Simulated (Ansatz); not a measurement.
## Σ5 (310) boundary in fcc Cu: structure and resistance

Aim: the relaxed structure and the specific resistance of the Σ5 (310) boundary in fcc Cu.

Main program and level: Ansatz 0.2.0; Ansatz plane-wave DFT, PBE, PAW files; relaxation of a bicrystal slab with its lowest layers held; PAW set soft_1, in the first sound run; inputs show where later runs differ.

**1. The starting structure**

The cell holds 33 atoms: 33 Cu. Cell: a = 5.716 Å, b = 3.615 Å, c = 29.862 Å, α = 90.0°, β = 90.0°, γ = 90.0°. It derives from Cu. built on the (3 1 0) plane; 2 overlapping atoms removed and the grains opened by 0 Å. Vacuum lies along c.

**2. Relaxing the bicrystal**

The boundary is built by mirroring the lower grain in the boundary plane and removing any atoms that overlap. A thin bicrystal slab is relaxed first, with the lowest layers held and the upper grain free to shift and open.

Contents of input.yaml:

```yaml
crystal:
  lattice:
    - [5.7157536252, 0.0, 0.0]
    - [0.0, 3.61496, 0.0]
    - [0.0, 0.0, 29.8619869625]
  atoms:
    - { symbol: Cu, position: [0.2000000001, 0.0, 0.1674369494] }
    - { symbol: Cu, position: [0.9000000001, 0.5, 0.1865775164] }
    - { symbol: Cu, position: [0.6000000001, 0.0, 0.2057180834] }
    - { symbol: Cu, position: [0.3000000001, 0.5, 0.2248586504] }
    - { symbol: Cu, position: [1.0e-10, 0.0, 0.2439992174] }
    - { symbol: Cu, position: [0.7000000001, 0.5, 0.2631397844] }
    - { symbol: Cu, position: [0.4000000001, 0.0, 0.2822803515] }
    - { symbol: Cu, position: [0.1, 0.5, 0.3014209185] }
    - { symbol: Cu, position: [0.8, 0.0, 0.3205614855] }
    - { symbol: Cu, position: [0.5, 0.5, 0.3397020525] }
    - { symbol: Cu, position: [0.2, 0.0, 0.3588426195] }
    - { symbol: Cu, position: [0.9, 0.5, 0.3779831865] }
    - { symbol: Cu, position: [0.6, 0.0, 0.3971237535] }
    - { symbol: Cu, position: [0.3, 0.5, 0.4162643205] }
    - { symbol: Cu, position: [0.0, 0.0, 0.4354048875] }
    - { symbol: Cu, position: [0.6, 0.0, 0.4736860216] }
    - { symbol: Cu, position: [0.9, 0.5, 0.4928265886] }
    - { symbol: Cu, position: [0.2, 0.0, 0.5119671556] }
    - { symbol: Cu, position: [0.5, 0.5, 0.5311077226] }
    - { symbol: Cu, position: [0.8, 0.0, 0.5502482896] }
    - { symbol: Cu, position: [0.1, 0.5, 0.5693888566] }
    - { symbol: Cu, position: [0.4000000001, 0.0, 0.5885294236] }
    - { symbol: Cu, position: [0.7000000001, 0.5, 0.6076699906] }
    - { symbol: Cu, position: [1.0e-10, 0.0, 0.6268105576] }
    - { symbol: Cu, position: [0.3000000001, 0.5, 0.6459511246] }
    - { symbol: Cu, position: [0.6000000001, 0.0, 0.6650916917] }
    - { symbol: Cu, position: [0.9000000001, 0.5, 0.6842322587] }
    - { symbol: Cu, position: [0.2000000001, 0.0, 0.7033728257] }
    - { symbol: Cu, position: [0.5000000001, 0.5, 0.7225133927] }
    - { symbol: Cu, position: [0.8000000001, 0.0, 0.7416539597] }
    - { symbol: Cu, position: [0.1000000001, 0.5, 0.7607945267] }
    - { symbol: Cu, position: [0.4000000001, 0.0, 0.7799350937] }
    - { symbol: Cu, position: [0.7000000001, 0.5, 0.7990756607] }
kpoints:
  mp_grid: { grid: [4, 7, 1] }
hamiltonian:
  xc: pbe
  pseudopotentials: { kind: paw, azcp: { folder: soft_1 } }
scf:
  occupations: { method: fermi_dirac, width: 0.1 }
relax:
  f_tol: 0.03
  max_steps: 80
  constraints: [{ sites: [0, 1, 2, 3, 4, 5] }]
```

Run with:

```
> ansatz run input.yaml --threads 4 --pin off --max-ram 15360MiB --backend cpu --events-out ev --progress --plain --runs-dir out
```

Numbers of over 12 decimals in the logs are rounded to 6 here.

Output:

```text
Engine: ansatz 0.2.0, aarch64-unknown-linux-gnu
Pseudopotentials: kind: paw
Pseudopotential: Cu, paw, valence charge 19, recommended cutoff 420 eV (normal), soft_1/Cu.paw.azcp
Functional definition: PBE
  parameter kappa = 0.804
  parameter beta = 0.066725
  exchange = pbe_x(kappa = kappa, mu = beta*pi^2/3)
  correlation = pbe_c(beta = beta)
Crystal: 33 atoms, lattice volume = 617.015 Å³
Basis set: ecut = 420 eV, 12021 PW (Γ), exchange–correlation on 80×50×400 points (8 copies of the dense FFT grid, shifted against one another)
Bands: 377, of which v1, the nominal top of the filled ones, is band 314 counted from 1 (313 counted from 0)
Symmetry: 2 space group operations
Space group: Pm (ITA 6), of the structure as read, at distance tolerance 8.5e-5 Å
k-points: 12 of 28 (time reversal used)
Non-local potential: Cu, projectors of the file, l = 0: 3, l = 1: 2, l = 2: 3, l = 3: 1
PAW form: soft (Blöchl's): semilocal exchange-correlation on the pseudo side does not see the compensation charge
PAW one-centre angular grid: Cu, 590 points (default); XC on 64 Gauss nodes
Initial density: superposition of atomic densities (neutral atoms: chi_scale 0, normalization atom)
Initial wavefunctions: pseudopotential atomic-orbital guess
Functional: x = pbe(κ = 0.804, μ = 0.219515), c = pbe(β = 0.066725)
SCF iter   1: F=—  HF=-218653.321530 eV  |F-HF|=—  |Δ(HF+E_count)|=         —  Δρ=2.05e-1  dr2=1.57e2  ethr=3.10e-3  ⟨swp⟩=5.8  Hψ=16574  notcnv=0  defer=170
preconditioner: auto → LDOS  [metal: Δε(μ)=0.015 eV  Ē_g=8.145 eV  σ=0.100 eV  W_gap=0.04  n_scr=212 (ndim 8)  ℏωp=28.5 eV  f_vac=0.327  D(μ)=14.07/eV (n_scr^D=70)  β→1.0]
SCF iter   2: F=—  HF=-218850.445206 eV  |F-HF|=—  |Δ(HF+E_count)|=    1.97e2  Δρ=4.40e-1  dr2=6.93e2  ethr=3.10e-3  ⟨swp⟩=4.0  Hψ=13565  notcnv=0  defer=510  recentre
SCF iter   3: F=—  HF=-218627.251722 eV  |F-HF|=—  |Δ(HF+E_count)|=    2.23e2  Δρ=4.66e-2  dr2=8.74e0  ethr=3.10e-3  ⟨swp⟩=4.0  Hψ=11834  notcnv=0  defer=538
SCF iter   4: F=—  HF=-218625.790938 eV  |F-HF|=—  |Δ(HF+E_count)|=    1.46e0  Δρ=1.93e-2  dr2=1.36e0  ethr=1.39e-3  ⟨swp⟩=2.2  Hψ=7445  notcnv=0  defer=528
SCF iter   5: F=—  HF=-218625.563660 eV  |F-HF|=—  |Δ(HF+E_count)|=   2.27e-1  Δρ=4.24e-3  dr2=5.35e-2  ethr=2.17e-4  ⟨swp⟩=2.0  Hψ=7776  notcnv=0  defer=535
SCF iter   6: F=—  HF=-218625.584487 eV  |F-HF|=—  |Δ(HF+E_count)|=   2.08e-2  Δρ=1.88e-3  dr2=1.55e-2  ethr=8.53e-6  ⟨swp⟩=2.0  Hψ=6381  notcnv=0  defer=535
SCF iter   7: F=—  HF=-218625.587247 eV  |F-HF|=—  |Δ(HF+E_count)|=   2.76e-3  Δρ=1.08e-3  dr2=4.56e-3  ethr=2.47e-6  ⟨swp⟩=2.0  Hψ=6154  notcnv=0  defer=535
SCF iter   8: F=—  HF=-218625.587410 eV  |F-HF|=—  |Δ(HF+E_count)|=   1.63e-4  Δρ=3.67e-4  dr2=7.54e-4  ethr=7.28e-7  ⟨swp⟩=2.0  Hψ=6208  notcnv=0  defer=535
SCF iter   9: F=—  HF=-218625.587380 eV  |F-HF|=—  |Δ(HF+E_count)|=   2.97e-5  Δρ=1.28e-4  dr2=1.11e-4  ethr=1.20e-7  ⟨swp⟩=2.0  Hψ=6204  notcnv=0  defer=535
SCF iter  10: F=-218625.587416 eV  HF=-218625.587407 eV  |F-HF|=8.87e-6  |Δ(HF+E_count)|=   2.73e-5  Δρ=5.12e-5  dr2=1.59e-5  ethr=3.59e-9  ⟨swp⟩=3.0  Hψ=16598  notcnv=0
SCF 1 converged in 10 iterations: F = -218625.587416 eV  dr2 = 1.59e-5
  greatest PAW one-centre occupation: 1.000 electrons in one spin orbital (limit 2), on the Cu atom at site 0 (counted from 0), in its partial waves of l = 0
relax step   1: F+E_penalty+E_count = -218625.58741633 eV  Δ(F+E_penalty+E_count) = +0.000e0 eV  max|allowed force component| = 7.527e-1 eV/Å  Δτ_max = 0.0000 Å  (10 SCF iters, dr2 threshold 2.25e-5 eV, accepted)
Initial density: handed on by an earlier stage of this run
Initial wavefunctions: those handed on with the density
iter 1 solved again at ethr=2.17e-5 eV; its pass at ethr=3.10e-3 eV (dr2=1.36e-1 eV) is discarded
SCF iter   1: F=—  HF=-218625.778325 eV  |F-HF|=—  |Δ(HF+E_count)|=         —  Δρ=6.19e-3  dr2=1.26e-1  ethr=2.17e-5  ⟨swp⟩=2.0  Hψ=15812  notcnv=0  defer=537
preconditioner: auto → LDOS  [metal: Δε(μ)=0.096 eV  Ē_g=8.921 eV  σ=0.100 eV  W_gap=0.23  n_scr=212 (ndim 8)  ℏωp=28.5 eV  f_vac=0.326  D(μ)=8.81/eV (n_scr^D=36)  β→1.0]
SCF iter   2: F=—  HF=-218625.760197 eV  |F-HF|=—  |Δ(HF+E_count)|=   1.81e-2  Δρ=6.08e-3  dr2=1.44e-1  ethr=2.02e-5  ⟨swp⟩=2.0  Hψ=7610  notcnv=0  defer=537
SCF iter   3: F=—  HF=-218625.750851 eV  |F-HF|=—  |Δ(HF+E_count)|=   9.35e-3  Δρ=5.36e-3  dr2=1.15e-1  ethr=2.02e-5  ⟨swp⟩=2.0  Hψ=7596  notcnv=0  defer=537
SCF iter   4: F=—  HF=-218625.734281 eV  |F-HF|=—  |Δ(HF+E_count)|=   1.66e-2  Δρ=2.24e-3  dr2=1.90e-2  ethr=1.84e-5  ⟨swp⟩=2.0  Hψ=6162  notcnv=0  defer=537
SCF iter   5: F=—  HF=-218625.730048 eV  |F-HF|=—  |Δ(HF+E_count)|=   4.23e-3  Δρ=6.09e-4  dr2=1.33e-3  ethr=3.02e-6  ⟨swp⟩=2.0  Hψ=8007  notcnv=0  defer=537
SCF iter   6: F=—  HF=-218625.729767 eV  |F-HF|=—  |Δ(HF+E_count)|=   2.81e-4  Δρ=6.23e-5  dr2=1.42e-5  ethr=2.12e-7  ⟨swp⟩=2.0  Hψ=7457  notcnv=0  defer=537
SCF iter   7: F=-218625.729770 eV  HF=-218625.729799 eV  |F-HF|=2.95e-5  |Δ(HF+E_count)|=   3.22e-5  Δρ=8.09e-5  dr2=2.86e-5  ethr=2.26e-9  ⟨swp⟩=4.0  Hψ=13984  notcnv=0
SCF 2 converged in 7 iterations: F = -218625.729770 eV  dr2 = 2.86e-5
relax step   2: F+E_penalty+E_count = -218625.72976962 eV  Δ(F+E_penalty+E_count) = -1.424e-1 eV  max|allowed force component| = 5.463e-1 eV/Å  Δτ_max = 0.0775 Å  (7 SCF iters, dr2 threshold 3.54e-5 eV, accepted)
SCF iter   1: F=—  HF=-218626.055658 eV  |F-HF|=—  |Δ(HF+E_count)|=         —  Δρ=1.14e-2  dr2=4.36e-1  ethr=7.15e-4  ⟨swp⟩=5.5  Hψ=11737  notcnv=0  defer=537
preconditioner: auto → LDOS  [metal: Δε(μ)=0.084 eV  Ē_g=8.921 eV  σ=0.100 eV  W_gap=0.21  n_scr=212 (ndim 8)  ℏωp=28.5 eV  f_vac=0.329  D(μ)=8.96/eV (n_scr^D=36)  β→1.0]
SCF iter   2: F=—  HF=-218625.968575 eV  |F-HF|=—  |Δ(HF+E_count)|=   8.71e-2  Δρ=9.34e-3  dr2=4.69e-1  ethr=6.95e-5  ⟨swp⟩=2.0  Hψ=8988  notcnv=0  defer=537
SCF iter   3: F=—  HF=-218625.976729 eV  |F-HF|=—  |Δ(HF+E_count)|=   8.15e-3  Δρ=1.13e-2  dr2=5.05e-1  ethr=6.95e-5  ⟨swp⟩=2.0  Hψ=7625  notcnv=0  defer=537
SCF iter   4: F=—  HF=-218625.914054 eV  |F-HF|=—  |Δ(HF+E_count)|=   6.27e-2  Δρ=5.32e-3  dr2=1.09e-1  ethr=6.95e-5  ⟨swp⟩=2.0  Hψ=5366  notcnv=0  defer=537
SCF iter   5: F=—  HF=-218625.894924 eV  |F-HF|=—  |Δ(HF+E_count)|=   1.91e-2  Δρ=1.71e-3  dr2=1.12e-2  ethr=1.74e-5  ⟨swp⟩=2.0  Hψ=8004  notcnv=0  defer=537
SCF iter   6: F=—  HF=-218625.891629 eV  |F-HF|=—  |Δ(HF+E_count)|=   3.29e-3  Δρ=2.47e-4  dr2=4.28e-4  ethr=1.78e-6  ⟨swp⟩=2.0  Hψ=7445  notcnv=0  defer=537
SCF iter   7: F=—  HF=-218625.891606 eV  |F-HF|=—  |Δ(HF+E_count)|=   2.34e-5  Δρ=1.49e-4  dr2=9.32e-5  ethr=6.82e-8  ⟨swp⟩=2.6  Hψ=7729  notcnv=0  defer=537
SCF iter   8: F=—  HF=-218625.891601 eV  |F-HF|=—  |Δ(HF+E_count)|=   5.12e-6  Δρ=8.68e-5  dr2=3.77e-5  ethr=1.49e-8  ⟨swp⟩=2.1  Hψ=7611  notcnv=0  defer=537
SCF iter   9: F=-218625.891594 eV  HF=-218625.891597 eV  |F-HF|=2.72e-6  |Δ(HF+E_count)|=   3.70e-6  Δρ=2.38e-5  dr2=3.74e-6  ethr=2.97e-9  ⟨swp⟩=3.8  Hψ=12598  notcnv=0
SCF 3 converged in 9 iterations: F = -218625.891594 eV  dr2 = 3.74e-6
relax step   3: F+E_penalty+E_count = -218625.89159413 eV  Δ(F+E_penalty+E_count) = -1.618e-1 eV  max|allowed force component| = 2.552e-1 eV/Å  Δτ_max = 0.2000 Å  (9 SCF iters, dr2 threshold 1.87e-5 eV, accepted)
[...]
relax step   4: F+E_penalty+E_count = -218625.93169672 eV  Δ(F+E_penalty+E_count) = -4.010e-2 eV  max|allowed force component| = 2.486e-2 eV/Å  Δτ_max = 0.2000 Å  (9 SCF iters, dr2 threshold 1.42e-5 eV, accepted)
iter 1 solved again at ethr=3.10e-10 eV; its pass at ethr=3.10e-3 eV (dr2=1.95e-6 eV) is discarded
SCF iter   1: F=—  HF=-218625.931643 eV  |F-HF|=—  |Δ(HF+E_count)|=         —  Δρ=1.85e-5  dr2=1.94e-6  ethr=3.10e-10  ⟨swp⟩=1.3  Hψ=10572  notcnv=0  defer=534
preconditioner: auto → LDOS  [metal: Δε(μ)=0.068 eV  Ē_g=8.945 eV  σ=0.100 eV  W_gap=0.17  n_scr=212 (ndim 8)  ℏωp=28.5 eV  f_vac=0.330  D(μ)=9.03/eV (n_scr^D=36)  β→1.0]
SCF iter   2: F=—  HF=-218625.931700 eV  |F-HF|=—  |Δ(HF+E_count)|=   5.73e-5  Δρ=5.30e-5  dr2=1.03e-5  ethr=3.10e-10  ⟨swp⟩=2.0  Hψ=7753  notcnv=0  defer=534
SCF iter   3: F=—  HF=-218625.931699 eV  |F-HF|=—  |Δ(HF+E_count)|=   1.81e-6  Δρ=8.39e-6  dr2=2.69e-7  ethr=3.10e-10  ⟨swp⟩=2.0  Hψ=7756  notcnv=0  defer=534
SCF iter   4: F=—  HF=-218625.931699 eV  |F-HF|=—  |Δ(HF+E_count)|=   2.91e-8  Δρ=6.77e-6  dr2=1.68e-7  ethr=4.29e-11  ⟨swp⟩=2.1  Hψ=7874  notcnv=0  defer=534
SCF iter   5: F=-218625.931699 eV  HF=-218625.931699 eV  |F-HF|=4.31e-9  |Δ(HF+E_count)|=   3.21e-8  Δρ=7.86e-7  dr2=3.64e-9  ethr=1.59e-11  ⟨swp⟩=3.0  Hψ=16989  notcnv=0
SCF 5 converged in 5 iterations: F = -218625.931699 eV  dr2 = 3.64e-9
relax step   5: F+E_penalty+E_count = -218625.93169861 eV  Δ(F+E_penalty+E_count) = -1.898e-6 eV  max|allowed force component| = 2.488e-2 eV/Å  Δτ_max = 0.0000 Å  (5 SCF iters, accepted)
SCF converged after 5 iterations
Free energy (F): -218625.931699 eV
Harris-Foulkes:  -218625.931699 eV  (|F-HF|=4.31e-9)
Internal energy: -218625.625032 eV  (E = F + TS)
E sigma→0 (E₀):  -218625.778365 eV
Entropy (-TS):   -0.306666 eV (-9.293 meV/atom)
Fermi energy:    8.732481 eV
--- Per-component energies (eV) ---
  E_band       = -16801.927132
  E_kinetic    = 8622.778131
  E_local      = -1181144.457220  (includes V_loc(G=0)·N_el)
  E_nonlocal   = 29410.726863
  E_hartree    = 576878.953105
  E_xc         = -2260.589262
  E_vxc        = -2917.690539  (∫ρ·V_xc dr)
  E_paw        = -59929.776975  (= ΣΔE_a)
  E_vpaw       = -24531.200778  (= ΣTr[D̂ρ^β])
  E_aug_tail   = 0.032348  (compensation charges beyond the density's cutoff)
  E_ewald      = 409796.707979
  E_smearing   = -0.306666  (= −TS)
  E_closure    = -0.000000  (closes the sum)
  Σ components = -218625.931699   (vs F -218625.931699, Δ=0.00e0)
--- Forces (eV/Å), atoms counted from 1 ---
  atom   1  Cu    -0.11423990     0.00000000     0.53614173
  atom   2  Cu     0.06491455     0.00000000     0.14990853
  atom   3  Cu    -0.03219441     0.00000000    -0.04739376
  atom   4  Cu     0.10538288     0.00000000    -0.34403153
  atom   5  Cu     0.00628053     0.00000000    -0.22488300
  atom   6  Cu    -0.04282997     0.00000000    -0.02992355
  atom   7  Cu    -0.00073157     0.00000000     0.00422526
  atom   8  Cu     0.00173298     0.00000000    -0.00030562
  atom   9  Cu     0.00606665     0.00000000    -0.00182668
  atom  10  Cu     0.00200521     0.00000000    -0.01014915
  atom  11  Cu    -0.00106112     0.00000000    -0.00695171
  atom  12  Cu     0.00047575     0.00000000    -0.00192404
  atom  13  Cu    -0.00245525     0.00000000    -0.01038473
  atom  14  Cu     0.00165522     0.00000000     0.01774727
  atom  15  Cu     0.00401784     0.00000000     0.00671468
  atom  16  Cu     0.00343483     0.00000000     0.01295927
  atom  17  Cu     0.00168355     0.00000000    -0.00457755
  atom  18  Cu     0.00017191     0.00000000    -0.02487838
  atom  19  Cu    -0.00513694     0.00000000    -0.00803500
  atom  20  Cu     0.00430309     0.00000000     0.00842617
  atom  21  Cu    -0.00179934     0.00000000     0.00674737
  atom  22  Cu     0.00188167     0.00000000     0.00124988
  atom  23  Cu     0.00095174     0.00000000    -0.00267974
  atom  24  Cu     0.00035613     0.00000000    -0.00694359
  atom  25  Cu     0.00135663     0.00000000    -0.00283717
  atom  26  Cu     0.00118313     0.00000000     0.00050529
  atom  27  Cu     0.00030932     0.00000000    -0.00041091
  atom  28  Cu    -0.00424226     0.00000000     0.00258203
  atom  29  Cu    -0.00386933     0.00000000    -0.01666378
  atom  30  Cu     0.00564916     0.00000000    -0.01399073
  atom  31  Cu     0.00205940     0.00000000     0.00296708
  atom  32  Cu    -0.00916644     0.00000000    -0.00320826
  atom  33  Cu     0.00185136     0.00000000     0.01181926
  max |Σ_I F_I| component: 5.08e-6 eV/Å
--- Relaxed structure (5 steps of the walk, 5 accepted, 0 SCFs on fresh bases) ---
  F+E_penalty+E_count = -218625.93169861 eV   max|allowed force component| = 2.488e-2 eV/Å
  atoms:
    - { symbol: Cu, position: [0.200000, 0.0, 0.1674369494] }
    - { symbol: Cu, position: [0.9000000001, 0.5, 0.186578] }
    - { symbol: Cu, position: [0.6000000001, 0.0, 0.205718] }
    - { symbol: Cu, position: [0.3000000001, 0.5, 0.224859] }
    - { symbol: Cu, position: [9.999999999999999e-11, 0.0, 0.243999] }
    - { symbol: Cu, position: [0.700000, 0.5, 0.263140] }
    - { symbol: Cu, position: [0.400366, 0.0, 0.283334] }
    - { symbol: Cu, position: [0.103363, 0.5, 0.302458] }
    - { symbol: Cu, position: [0.807785, 0.0, 0.320623] }
    - { symbol: Cu, position: [0.501953, 0.5, 0.340814] }
    - { symbol: Cu, position: [0.208454, 0.0, 0.361805] }
    - { symbol: Cu, position: [0.909233, 0.5, 0.379820] }
    - { symbol: Cu, position: [0.605380, 0.0, 0.394031] }
    - { symbol: Cu, position: [0.323925, 0.5, 0.431473] }
    - { symbol: Cu, position: [-0.00163051, 0.0, 0.433653] }
    - { symbol: Cu, position: [0.596299, 0.0, 0.472174] }
    - { symbol: Cu, position: [0.902144, 0.5, 0.486756] }
    - { symbol: Cu, position: [0.202242, 0.0, 0.505819] }
    - { symbol: Cu, position: [0.495686, 0.5, 0.525850] }
    - { symbol: Cu, position: [0.801925, 0.0, 0.545727] }
    - { symbol: Cu, position: [0.099154, 0.5, 0.564456] }
    - { symbol: Cu, position: [0.397791, 0.0, 0.583804] }
    - { symbol: Cu, position: [0.696570, 0.5, 0.603346] }
    - { symbol: Cu, position: [-0.00417909, 0.0, 0.622747] }
    - { symbol: Cu, position: [0.293988, 0.5, 0.641992] }
    - { symbol: Cu, position: [0.593295, 0.0, 0.661447] }
    - { symbol: Cu, position: [0.890630, 0.5, 0.680844] }
    - { symbol: Cu, position: [0.188189, 0.0, 0.699958] }
    - { symbol: Cu, position: [0.488759, 0.5, 0.718939] }
    - { symbol: Cu, position: [0.798113, 0.0, 0.740205] }
    - { symbol: Cu, position: [0.092712, 0.5, 0.758543] }
    - { symbol: Cu, position: [0.391085, 0.0, 0.774868] }
    - { symbol: Cu, position: [0.683309, 0.5, 0.792084] }
```

It took 10 min on 4 threads of Arm Neoverse V2, shared host; peak memory 5 GiB; 39 min of CPU time.

The steps of the relaxation:

| step | energy less that of the first step (eV) | largest force component (eV/Å) |
| --- | --- | --- |
| 1 | 0.0000 | 0.7527 |
| 2 | -0.1424 | 0.5463 |
| 3 | -0.3042 | 0.2552 |
| 4 | -0.3443 | 0.0249 |
| 5 | -0.3443 | 0.0249 |

Forces are held to the 2 operations that the run works with; a distortion that breaks them can't arise in this run.

The atoms that moved most (Å):

| atom | dx | dy | dz | length |
| --- | --- | --- | --- | --- |
| Cu14 | 0.137 | 0.000 | 0.454 | 0.474 |
| Cu33 | -0.095 | 0.000 | -0.209 | 0.230 |
| Cu18 | 0.013 | 0.000 | -0.184 | 0.184 |
| Cu17 | 0.012 | 0.000 | -0.181 | 0.182 |
| Cu32 | -0.051 | 0.000 | -0.151 | 0.160 |
| Cu19 | -0.025 | 0.000 | -0.157 | 0.159 |
| Cu21 | -0.005 | 0.000 | -0.147 | 0.147 |
| Cu22 | -0.013 | 0.000 | -0.141 | 0.142 |

The relaxed structure:

```cif
data_structure
_symmetry_space_group_name_H-M 'P 1'
_symmetry_Int_Tables_number 1
_cell_length_a 5.7158
_cell_length_b 3.6150
_cell_length_c 29.8620
_cell_angle_alpha 90.000
_cell_angle_beta 90.000
_cell_angle_gamma 90.000
_cell_volume 617.01
loop_
_atom_site_label
_atom_site_type_symbol
_atom_site_fract_x
_atom_site_fract_y
_atom_site_fract_z
_atom_site_occupancy
Cu1 Cu 0.20000 0.00000 0.16744 1
Cu2 Cu 0.90000 0.50000 0.18658 1
Cu3 Cu 0.60000 0.00000 0.20572 1
Cu4 Cu 0.30000 0.50000 0.22486 1
Cu5 Cu 0.00000 0.00000 0.24400 1
Cu6 Cu 0.70000 0.50000 0.26314 1
Cu7 Cu 0.40037 0.00000 0.28333 1
Cu8 Cu 0.10336 0.50000 0.30246 1
Cu9 Cu 0.80778 0.00000 0.32062 1
Cu10 Cu 0.50195 0.50000 0.34081 1
Cu11 Cu 0.20845 0.00000 0.36180 1
Cu12 Cu 0.90923 0.50000 0.37982 1
Cu13 Cu 0.60538 0.00000 0.39403 1
Cu14 Cu 0.32392 0.50000 0.43147 1
Cu15 Cu 0.99837 0.00000 0.43365 1
Cu16 Cu 0.59630 0.00000 0.47217 1
Cu17 Cu 0.90214 0.50000 0.48676 1
Cu18 Cu 0.20224 0.00000 0.50582 1
Cu19 Cu 0.49569 0.50000 0.52585 1
Cu20 Cu 0.80192 0.00000 0.54573 1
Cu21 Cu 0.09915 0.50000 0.56446 1
Cu22 Cu 0.39779 0.00000 0.58380 1
Cu23 Cu 0.69657 0.50000 0.60335 1
Cu24 Cu 0.99582 0.00000 0.62275 1
Cu25 Cu 0.29399 0.50000 0.64199 1
Cu26 Cu 0.59329 0.00000 0.66145 1
Cu27 Cu 0.89063 0.50000 0.68084 1
Cu28 Cu 0.18819 0.00000 0.69996 1
Cu29 Cu 0.48876 0.50000 0.71894 1
Cu30 Cu 0.79811 0.00000 0.74020 1
Cu31 Cu 0.09271 0.50000 0.75854 1
Cu32 Cu 0.39109 0.00000 0.77487 1
Cu33 Cu 0.68331 0.50000 0.79208 1
```

Numbers from this step:

```yaml
free_energy: -218625.9317 eV
energy_at_zero_smearing: -218625.7784 eV
fermi_energy: 8.732 eV
```

The largest force component on a free atom ends at 0.025 eV/Å, under the tolerance of 0.03, after 5 steps.

(Part 1 of 3 ends here.)

[Logs are printed without paths, hosts, clocks, repeated set-up lines and the standing remarks that a program may print on its own settings, such as how far it seeks lower states.]

[Hosts, paths, dates, database ids (printed as entryN), source tags and the programs' standing remarks are cut or masked in the printed files.]
